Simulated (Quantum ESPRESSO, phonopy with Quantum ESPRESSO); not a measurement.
**Grüneisen parameters and expansion of GaP (F-43m)**

Which modes of GaP drive its thermal expansion?

Measurements to reproduce:
- volume expansion coefficient 15.9 1e-6/K, heat capacity C_P per formula unit 44.2 J/mol/K and bulk modulus 88.7 GPa near room temperature (given in “High-Throughput Prediction of Finite-Temperature Properties using the Quasi-Harmonic Approximation”, 2016, arXiv:1603.06924)

Calculated with Quantum ESPRESSO 7.5; DFT LDA, scalar-relativistic, plane waves, GBRV ultrasoft pseudopotentials.

Most raw output is cut from this account.

**1. Set-up**

It takes space group F-43m (No. 216, cubic). Conventional cell: a = 5.451 Å, b = 5.451 Å, c = 5.451 Å, α = 90.00°, β = 90.00°, γ = 90.00°. Nearest to Ga lie 4 P at 2.36 Å. Nearest to P lie 4 Ga at 2.36 Å. Farther neighbours are not listed.

**2. Probe on a coarse mesh**

A cheap single point shows whether the cell is a metal or an insulator and how far it is from rest; that sets the k-mesh and the occupations of what follows.

probe.in

```
 &control
    calculation='scf',
    prefix='x',
    outdir='./tmp',
    pseudo_dir='./pseudo',
    tprnfor=.true.,
    tstress=.true.,
    verbosity='high',
 /
 &system
    ibrav=0,
    nat=2,
    ntyp=2,
    ecutwfc=34.0,
    ecutrho=204.0,
    occupations='smearing',
    smearing='gaussian',
    degauss=0.01,
 /
 &electrons
    conv_thr=1.0d-07,
    mixing_beta=0.7,
    electron_maxstep=100,
 /
ATOMIC_SPECIES
 Ga     69.7230  Ga.upf
 P      30.9738  P.upf
CELL_PARAMETERS angstrom
     0.000000000    2.725250000    2.725250000
     2.725250000    0.000000000    2.725250000
     2.725250000    2.725250000    0.000000000
ATOMIC_POSITIONS crystal
 Ga     0.000000000   0.000000000   0.000000000
 P      0.250000000   0.250000000   0.250000000
K_POINTS automatic
 6 6 6 0 0 0
```

The run is started by

```
> OMP_NUM_THREADS=1 mpirun -n 4 pw.x -nk 4 -in probe.in > probe.out
```

Wall time 2.8 s (4 MPI ranks of Intel Xeon Platinum 8375C at 2.90GHz (Ice Lake), shared host).

This step gave:

```yaml
volume_per_atom: 20.24 Å³
pressure: -3.09 GPa
gap_on_the_k_mesh: 1.491 eV
```

The start is under -3.1 GPa at this level and looks like an insulator or semiconductor on this mesh.

**3. Finding the static equilibrium**

The vibrations must be taken about the equilibrium of this functional, not about the starting cell, so the structure is relaxed.

relax.in

```
 &control
    calculation='vc-relax',
    prefix='x',
    outdir='./tmp',
    pseudo_dir='./pseudo',
    tprnfor=.true.,
    tstress=.true.,
    forc_conv_thr=2.0d-05,
    etot_conv_thr=1.0d-07,
    nstep=40,
 /
 &system
    ibrav=0,
    nat=2,
    ntyp=2,
    ecutwfc=34.0,
    ecutrho=204.0,
    occupations='fixed',
    nbnd=14,
 /
 &electrons
    conv_thr=1.0d-11,
    mixing_beta=0.7,
    electron_maxstep=100,
 /
 &ions
 /
 &cell
    press_conv_thr=0.1,
 /
ATOMIC_SPECIES
 Ga     69.7230  Ga.upf
 P      30.9738  P.upf
CELL_PARAMETERS angstrom
     0.000000000    2.725250000    2.725250000
     2.725250000    0.000000000    2.725250000
     2.725250000    2.725250000    0.000000000
ATOMIC_POSITIONS crystal
 Ga     0.000000000   0.000000000   0.000000000
 P      0.250000000   0.250000000   0.250000000
K_POINTS automatic
 8 8 8 0 0 0
```

The run is started by

```
> OMP_NUM_THREADS=1 mpirun -n 4 pw.x -nk 4 -in relax.in > relax.out
```

The job ended after 15 s (4 MPI ranks; 60 s of CPU time).

The steps of the relaxation:

```tsv
step	energy less that of the first step (eV)	largest force (eV/Å)	volume (Å³)
1	0.0000	0.0000	40.48
2	-0.0076	0.0000	39.92
3	-0.0111	0.0000	39.17
4	-0.0111	0.0000	39.20
5	-0.0111	0.0000	39.20
6	-0.0106	0.0000	39.20
```

```tsv
conventional cell, symmetrised	before	after	change
a (Å)	5.451	5.393	-1.1 %
b (Å)	5.451	5.393	-1.1 %
c (Å)	5.451	5.393	-1.1 %
volume (Å³/atom)	20.24	19.60	-3.2 %
```

Final coordinates:

```
CELL_PARAMETERS angstrom
0.00000 2.69629 2.69629
2.69629 0.00000 2.69629
2.69629 2.69629 0.00000
ATOMIC_POSITIONS crystal
Ga 0.00000 0.00000 0.00000
P 0.25000 0.25000 0.25000
```

Numbers from this step:

| Property | Result |
| --- | --- |
| volume per atom | 19.60 Å³ |
| pressure | -0.05300 GPa |
| gap on the k-mesh | 1.433 eV |

After the last step pw.x solved the final cell once more on a basis chosen for it, which moves the energy without moving the atoms.

**4. Self-consistent run**

A tight ground state at this cell gives the energy of this member; its pressure is the stress at this cutoff, which can carry an offset from the finite basis.

scf.in

```
 &control
    calculation='scf',
    prefix='x',
    outdir='./tmp',
    pseudo_dir='./pseudo',
    tprnfor=.true.,
    tstress=.true.,
 /
 &system
    ibrav=0,
    nat=2,
    ntyp=2,
    ecutwfc=34.0,
    ecutrho=204.0,
    occupations='fixed',
    nbnd=14,
 /
 &electrons
    conv_thr=1.0d-12,
    mixing_beta=0.7,
    electron_maxstep=100,
 /
ATOMIC_SPECIES
 Ga     69.7230  Ga.upf
 P      30.9738  P.upf
CELL_PARAMETERS angstrom
     0.000000000    2.696292206    2.696292206
     2.696292206    0.000000000    2.696292206
     2.696292206    2.696292206    0.000000000
ATOMIC_POSITIONS crystal
 Ga     0.000000000   0.000000000   0.000000000
 P      0.250000000   0.250000000   0.250000000
K_POINTS automatic
 8 8 8 0 0 0
```

The run is started by

```
> OMP_NUM_THREADS=1 mpirun -n 4 pw.x -nk 4 -in scf.in > scf.out
```

Wall time 5.2 s (4 MPI ranks); 20 s of CPU time.

On a basis chosen for the relaxed cell the pressure is -0.053 GPa, small enough for phonons.

**5. Born charges and dielectric tensor**

In a polar crystal the Born charges and ε∞ give the long-range dipole term that a finite supercell misses. They are those of this k-mesh and were not tested on a denser one; where the gap is small they converge slowly, and the LO modes with them.

ph.in

```
phonons
 &inputph
    prefix='x',
    outdir='./tmp',
    fildyn='x.dyn',
    tr2_ph=1.0d-18,
    epsil=.true.,
 /
0.000000000 0.000000000 0.000000000
```

scf.in is that of step 4.

The run is started by

```
> OMP_NUM_THREADS=1 mpirun -n 4 ph.x -nk 4 -in ph.in > ph.out
```

It took 63 s on 4 MPI ranks; 4.2 min of CPU time.

Numbers from this step:

```yaml
gamma_frequencies: -6.27, -6.27, -6.27, 364.7, 364.7, 364.7 cm⁻¹ (negative: imaginary)
gamma_symmetry: T_2 G_15 P_4 I+R, T_2 G_15 P_4 I+R, T_2 G_15 P_4 I+R, T_2 G_15 P_4 I+R, T_2 G_15 P_4 I+R, T_2 G_15 P_4 I+R
```

ε∞:

```
11.59  0.00  0.00
 0.00 11.59  0.00
 0.00  0.00 11.59
```

Born charge (rows field, columns displacement), before the sum rule (e), principal values of the symmetric part by kind of site:

```tsv
atom	atoms with these values	low	middle	high	mean
Ga1	1	2.05	2.05	2.05	2.05
P2	1	-2.17	-2.17	-2.17	-2.17
```

In full for Ga1:

```
2.05 0.00 0.00
0.00 2.05 0.00
0.00 0.00 2.05
```

The Born charges sum to zero within 0.13 e; the rest is removed before use. Acoustic frequencies in this log differ from zero by the error of the sum rule, which ph.x does not impose.

**6. Forces on a displaced cell**

One atom (for the harmonic constants) or a pair of atoms (for the cubic ones) is moved by a few hundredths of an ångström; the forces on all atoms give a column of force constants. The threshold is tight because the forces are small.

System of this step: GaP. The structure is monoclinic, space group Cm (No. 8). The conventional cell has a = 13.209 Å, b = 7.626 Å, c = 7.626 Å, α = 90.00°, β = 125.26°, γ = 90.00°. Ga has 4 P at 2.32 to 2.35 Å nearest. Nearest to Ga lie 4 P at 2.34 Å. Nearest to Ga lie 4 P at 2.34 Å. Farther neighbours are not listed.

disp-00001.in

```
 &control
    calculation='scf',
    prefix='x',
    outdir='./tmp',
    pseudo_dir='./pseudo',
    tprnfor=.true.,
    disk_io='none',
 /
 &system
    ibrav=0,
    nat=16,
    ntyp=2,
    ecutwfc=34.0,
    ecutrho=204.0,
    occupations='fixed',
    nbnd=98,
 /
 &electrons
    conv_thr=1.0d-11,
    mixing_beta=0.7,
    electron_maxstep=100,
 /
ATOMIC_SPECIES
 Ga     69.7230  Ga.upf
 P      30.9738  P.upf
CELL_PARAMETERS angstrom
     0.000000000    5.392584412    5.392584412
     5.392584412    0.000000000    5.392584412
     5.392584412    5.392584412    0.000000000
ATOMIC_POSITIONS crystal
 Ga     0.002622515   0.000000000   0.000000000
 Ga     0.500000000   0.000000000   0.000000000
 Ga     0.000000000   0.500000000   0.000000000
 Ga     0.500000000   0.500000000   0.000000000
 Ga     0.000000000   0.000000000   0.500000000
 Ga     0.500000000   0.000000000   0.500000000
 Ga     0.000000000   0.500000000   0.500000000
 Ga     0.500000000   0.500000000   0.500000000
 P      0.125000000   0.125000000   0.125000000
 P      0.625000000   0.125000000   0.125000000
 P      0.125000000   0.625000000   0.125000000
 P      0.625000000   0.625000000   0.125000000
 P      0.125000000   0.125000000   0.625000000
 P      0.625000000   0.125000000   0.625000000
 P      0.125000000   0.625000000   0.625000000
 P      0.625000000   0.625000000   0.625000000
K_POINTS automatic
 3 3 3 0 0 0
```

The run is started by

```
> OMP_NUM_THREADS=1 mpirun -n 2 pw.x -nk 2 -in disp-00001.in > disp-00001.out
```

It took 2.3 min on 2 MPI ranks.

This step gave:

| Property | Result |
| --- | --- |
| gap on the k-mesh | 1.405 eV |

Force by atom:

```tsv
atom	x (eV/Å)	y (eV/Å)	z (eV/Å)	size
Ga1	-0.006	-0.161	-0.161	0.228
Ga2	0.000	0.020	0.020	0.029
Ga3	0.010	-0.015	0.010	0.021
Ga4	-0.010	0.010	-0.015	0.021
Ga5	0.010	0.010	-0.015	0.021
Ga6	-0.010	-0.015	0.010	0.021
Ga7	0.000	0.000	0.000	0.000
Ga8	0.000	0.002	0.002	0.003
P9	0.059	0.069	0.069	0.114
P10	-0.054	0.065	0.065	0.106
P11	0.001	0.010	0.011	0.015
P12	0.000	-0.003	-0.003	0.004
P13	0.001	0.011	0.010	0.015
P14	0.000	-0.003	-0.003	0.004
P15	-0.003	0.000	0.000	0.003
P16	0.003	0.000	0.000	0.003
```

At this level the gap is 1.41 eV on the k-mesh of the self-consistent run, which can miss the band edges.

**7. Forces on a displaced cell**

disp-00002.in, as its differences from disp-00001.in of step 6:

```diff
@@ -30,3 +30,3 @@
 ATOMIC_POSITIONS crystal
- Ga     0.002622515   0.000000000   0.000000000
+ Ga     0.000000000   0.000000000   0.000000000
  Ga     0.500000000   0.000000000   0.000000000
@@ -38,3 +38,3 @@
  Ga     0.500000000   0.500000000   0.500000000
- P      0.125000000   0.125000000   0.125000000
+ P      0.127622515   0.125000000   0.125000000
  P      0.625000000   0.125000000   0.125000000
```

The run is started by

```
> OMP_NUM_THREADS=1 mpirun -n 2 pw.x -nk 2 -in disp-00002.in > disp-00002.out
```

The job ended after 2.3 min (2 MPI ranks).

**8. Phonons, V/V0 1**

This step: DFT LDA, scalar-relativistic, plane waves, GBRV ultrasoft pseudopotentials (phonopy with Quantum ESPRESSO 4.10.0 / 7.5).

It took 2.3 min on 4 threads.

This step gave:

| Property | Result |
| --- | --- |
| point group | -43m |
| highest frequency | 394.9 cm⁻¹ |
| Debye temperature from the second moment | 518 K |
| lowest frequency on the path | 0 cm⁻¹ |
| zero-point energy | 0.09294 eV/cell |
| Γ frequencies | 0, 0, 0, 365.3, 365.3, 365.3 cm⁻¹ (negative: imaginary) |

Phonopy, LO-TO term from ph.x's tensors. Phonon branches along the path, in cm⁻¹:

```tsv
point	branch 1	branch 2	branch 3	branch 4	branch 5	branch 6
Γ	0	0	0	365	365	395
halfway	73	73	167	363	363	386
X	101	101	252	361	361	367
halfway	100	120	245	356	361	371
U	96	151	229	350	361	376
jump to K	96	151	229	350	361	376
halfway	62	104	167	363	365	381
Γ	0	0	0	365	365	395
halfway	55	55	156	364	364	387
L	78	78	234	362	362	371
halfway	92	136	222	353	362	375
W	121	151	222	346	364	375
halfway	111	124	240	352	363	373
X	101	101	252	361	361	367
```

Harmonic. Thermo, by row:

```tsv
T (K)	F_vib (meV/atom)	S (J/mol-atom/K)	C_V (J/mol-atom/K)
0	46.47	0	0
50	46.07	2.562	5.02
100	43.38	7.912	10.93
150	37.87	13.28	15.6
200	29.69	18.22	18.63
250	19.09	22.6	20.5
300	6.36	26.45	21.69
350	-8.25	29.85	22.47
400	-24.52	32.89	23
450	-42.28	35.62	23.39
500	-61.4	38.1	23.67
550	-81.74	40.37	23.88
600	-103.2	42.45	24.04
650	-125.7	44.38	24.17
700	-149.2	46.18	24.27
750	-173.6	47.86	24.36
800	-198.8	49.43	24.43
850	-224.8	50.91	24.48
900	-251.5	52.31	24.53
950	-279	53.64	24.57
1000	-307.1	54.9	24.61
```

The modes has structure finer than the step of the table below, so its rows give means over 10 cm⁻¹, whole bins alone (the curve runs from -10 to 416 cm⁻¹). Peaks (cm⁻¹: height): Ga 94.6: 0.0260, 220.6: 0.0314, 362.7: 0.0472, 376.2: 0.0142; P 362.7: 0.143, 376.2: 0.0750.

Phonopy on the run's constants, 19x19x19 mesh, Gaussian sigma 3.0 cm⁻¹. Table of modes by wavenumber; means over each step; values in 1/cm⁻¹/cell:

```tsv
wavenumber (cm⁻¹)	Ga	P
0	2.6e-5	1.3e-5
10	1.7e-4	7.4e-5
20	4.9e-4	2.1e-4
30	0.00129	5.6e-4
40	0.00252	0.00106
50	0.00405	0.00165
60	0.00671	0.00265
70	0.0120	0.00450
80	0.0211	0.00744
90	0.0242	0.00788
100	0.0229	0.00688
110	0.0160	0.00463
120	0.0107	0.00308
130	0.0105	0.00300
140	0.0111	0.00305
150	0.0118	0.00317
160	0.00583	0.00154
170	0.00282	7.3e-4
180	0.00357	8.3e-4
190	0.00496	9.8e-4
200	0.00734	0.00114
210	0.0134	0.00132
220	0.0272	0.00138
230	0.0147	5.9e-4
240	0.00476	1.5e-4
250	0.00142	1.8e-5
260	3.9e-5	0
270	0	0
280	0	0
290	0	0
300	0	0
310	0	0
320	0	0
330	0	9.0e-7
340	5.8e-5	0.00229
350	0.00219	0.0282
360	0.0288	0.0975
370	0.0162	0.0627
380	0.00825	0.0412
390	0.00267	0.00843
400	2.8e-4	7.0e-4
410	3.5e-7	7.0e-7
```

No LO-TO term. The modes at Γ (shares of kinetic energy by element, %):

```tsv
mode	frequency (cm⁻¹)	symmetry	Ga %	P %
1	0.0	T2	69	31
2	0.0	T2	69	31
3	0.0	T2	69	31
4	365.3	T2	31	69
5	365.3	T2	31	69
6	365.3	T2	31	69
```

Displacements in mode 5 (365.3 cm⁻¹), the largest set to 1:
```
Ga1  0.00 -0.44 -0.23
P2   0.00  1.00  0.51
```

No mode is imaginary beyond numerical noise along the path.

The time given is that of the 2 pw.x runs on displaced cells behind this step.

**9. Self-consistent run, V/V0 1.015**

This step: DFT LDA, scalar-relativistic, plane waves, GBRV ultrasoft pseudopotentials (Quantum ESPRESSO 7.5).

System of this step: GaP. The structure is cubic, space group F-43m (No. 216). The conventional cell has a = 5.419 Å, b = 5.419 Å, c = 5.419 Å, α = 90.00°, β = 90.00°, γ = 90.00°. Ga has 4 P at 2.35 Å nearest. Nearest to P lie 4 Ga at 2.35 Å. Farther neighbours are not listed.

scf.in: that of step 5 with these lines changed.

```diff
@@ -26,5 +26,5 @@
 CELL_PARAMETERS angstrom
-     0.000000000    2.696292206    2.696292206
-     2.696292206    0.000000000    2.696292206
-     2.696292206    2.696292206    0.000000000
+     0.000000000    2.709706816    2.709706816
+     2.709706816    0.000000000    2.709706816
+     2.709706816    2.709706816    0.000000000
 ATOMIC_POSITIONS crystal
```

The run is started by

```
> OMP_NUM_THREADS=1 mpirun -n 4 pw.x -nk 4 -in scf.in > scf.out
```

The job ended after 5 s (4 MPI ranks).

At this level the gap is 1.46 eV on the k-mesh of the self-consistent run, which can miss the band edges.

**10. Born charges and dielectric tensor**

ph.in is that of step 5.

scf.in is that of step 9.

The run is started by

```
> OMP_NUM_THREADS=1 mpirun -n 4 ph.x -nk 4 -in ph.in > ph.out
```

Elapsed: 70 s, on 4 MPI ranks.

ε∞:

```
11.79  0.00  0.00
 0.00 11.79  0.00
 0.00  0.00 11.79
```

The Born charges sum to zero within 0.13 e; the rest is removed before use. Acoustic frequencies in this log differ from zero by the error of the sum rule, which ph.x does not impose.

**11. Forces on a displaced cell**

System of this step: GaP. The structure is monoclinic, space group Cm (No. 8). The conventional cell has a = 13.275 Å, b = 7.664 Å, c = 7.664 Å, α = 90.00°, β = 125.26°, γ = 90.00°. Nearest to Ga lie 4 P at 2.33 to 2.36 Å. Nearest to Ga lie 4 P at 2.35 Å. Ga has 4 P at 2.35 Å nearest. Nearest to Ga lie 4 P at 2.35 Å. Farther neighbours are not listed.

disp-00001.in: that of step 6 with these lines changed.

```diff
@@ -26,7 +26,7 @@
 CELL_PARAMETERS angstrom
-     0.000000000    5.392584412    5.392584412
-     5.392584412    0.000000000    5.392584412
-     5.392584412    5.392584412    0.000000000
+     0.000000000    5.419413632    5.419413632
+     5.419413632    0.000000000    5.419413632
+     5.419413632    5.419413632    0.000000000
 ATOMIC_POSITIONS crystal
- Ga     0.002622515   0.000000000   0.000000000
+ Ga     0.002609532   0.000000000   0.000000000
  Ga     0.500000000   0.000000000   0.000000000
```

The run is started by

```
> OMP_NUM_THREADS=1 mpirun -n 2 pw.x -nk 2 -in disp-00001.in > disp-00001.out
```

The job ended after 2.5 min (2 MPI ranks; 4.9 min of CPU time).

**12. Lattice dynamics at this volume, V/V0 1.015**

This step: DFT LDA, scalar-relativistic, plane waves, GBRV ultrasoft pseudopotentials (phonopy with Quantum ESPRESSO 4.10.0 / 7.5).

Wall time 2.5 min (4 threads); 9.9 min of CPU time.

Phonopy, LO-TO term from ph.x's tensors. The phonon branches at the labelled points (cm⁻¹):

```tsv
point	branch 1	branch 2	branch 3	branch 4	branch 5	branch 6
Γ	0	0	0	359	359	389
halfway	74	74	164	356	356	380
X	103	103	248	353	353	360
halfway	102	121	242	349	353	364
U	98	152	225	343	354	368
jump to K	98	152	225	343	354	368
halfway	63	104	164	356	358	374
Γ	0	0	0	359	359	389
halfway	56	56	154	357	357	380
L	80	80	230	355	355	364
halfway	93	136	219	347	355	367
W	121	152	218	340	356	367
halfway	112	125	236	345	355	365
X	103	103	248	353	353	360
```

No mode is imaginary beyond numerical noise along the path. The highest zone-centre mode (no LO–TO term) moved by -1.8 % for a volume change of +1.5 %.

The time given is that of the 2 pw.x runs on displaced cells behind this step.

**13. Self-consistent run, V/V0 0.985**

This step: DFT LDA, scalar-relativistic, plane waves, GBRV ultrasoft pseudopotentials (Quantum ESPRESSO 7.5).

System of this step: GaP. It takes space group F-43m (No. 216, cubic). The conventional cell has a = 5.365 Å, b = 5.365 Å, c = 5.365 Å, α = 90.00°, β = 90.00°, γ = 90.00°. Nearest to Ga lie 4 P at 2.32 Å. P has 4 Ga at 2.32 Å nearest. Farther neighbours are not listed.

scf.in: that of step 10 with these lines changed.

```diff
@@ -26,5 +26,5 @@
 CELL_PARAMETERS angstrom
-     0.000000000    2.709706816    2.709706816
-     2.709706816    0.000000000    2.709706816
-     2.709706816    2.709706816    0.000000000
+     0.000000000    2.682742770    2.682742770
+     2.682742770    0.000000000    2.682742770
+     2.682742770    2.682742770    0.000000000
 ATOMIC_POSITIONS crystal
```

The run is started by

```
> OMP_NUM_THREADS=1 mpirun -n 4 pw.x -nk 4 -in scf.in > scf.out
```

Run time: 5.6 s. Hardware: 4 MPI ranks.

The run ends at a pressure of 1.35 GPa.

**14. Born charges and dielectric tensor**

ph.in is that of step 10.

scf.in is that of step 13.

The run is started by

```
> OMP_NUM_THREADS=1 mpirun -n 4 ph.x -nk 4 -in ph.in > ph.out
```

Wall time 74 s (4 MPI ranks).

The Born charges sum to zero within 0.12 e; the rest is removed before use. Acoustic frequencies in this log differ from zero by the error of the sum rule, which ph.x does not impose.

**15. Forces on a displaced cell**

System of this step: GaP. The structure is monoclinic, space group Cm (No. 8). Conventional cell: a = 13.143 Å, b = 7.588 Å, c = 7.588 Å, α = 90.00°, β = 125.26°, γ = 90.00°. Nearest to Ga lie 4 P at 2.31 to 2.34 Å. Nearest to Ga lie 4 P at 2.32 Å. Ga has 4 P at 2.32 Å nearest. Nearest to Ga lie 4 P at 2.32 Å. Farther neighbours are not listed.

disp-00001.in: that of step 11 with these lines changed.

```diff
@@ -26,7 +26,7 @@
 CELL_PARAMETERS angstrom
-     0.000000000    5.419413632    5.419413632
-     5.419413632    0.000000000    5.419413632
-     5.419413632    5.419413632    0.000000000
+     0.000000000    5.365485541    5.365485541
+     5.365485541    0.000000000    5.365485541
+     5.365485541    5.365485541    0.000000000
 ATOMIC_POSITIONS crystal
- Ga     0.002609532   0.000000000   0.000000000
+ Ga     0.002635761   0.000000000   0.000000000
  Ga     0.500000000   0.000000000   0.000000000
```

The run is started by

```
> OMP_NUM_THREADS=1 mpirun -n 2 pw.x -nk 2 -in disp-00001.in > disp-00001.out
```

The job ended after 2.6 min (2 MPI ranks).

**16. Lattice dynamics at this volume, V/V0 0.985**

This step: DFT LDA, scalar-relativistic, plane waves, GBRV ultrasoft pseudopotentials (phonopy with Quantum ESPRESSO 4.10.0 / 7.5).

Run time: 2.6 min. Hardware: 4 threads; 10 min of CPU time.

No mode is imaginary beyond numerical noise along the path. The highest zone-centre mode (no LO–TO term) moved by +1.9 % for a volume change of -1.5 %.

The time given is that of the 2 pw.x runs on displaced cells behind this step.

(Continued in part 2 of 2.)

[Logs are printed without paths, hosts, clocks, repeated set-up lines and the standing remarks that a program may print on its own settings, such as how far it seeks lower states.]

[Hosts, paths, dates, database ids (printed as entryN), source tags and the programs' standing remarks are cut or masked in the printed files.]

[A step with changed settings may run another functional than the one named; its input shows which.]

[Of the runs on displaced cells, only some may be shown.]
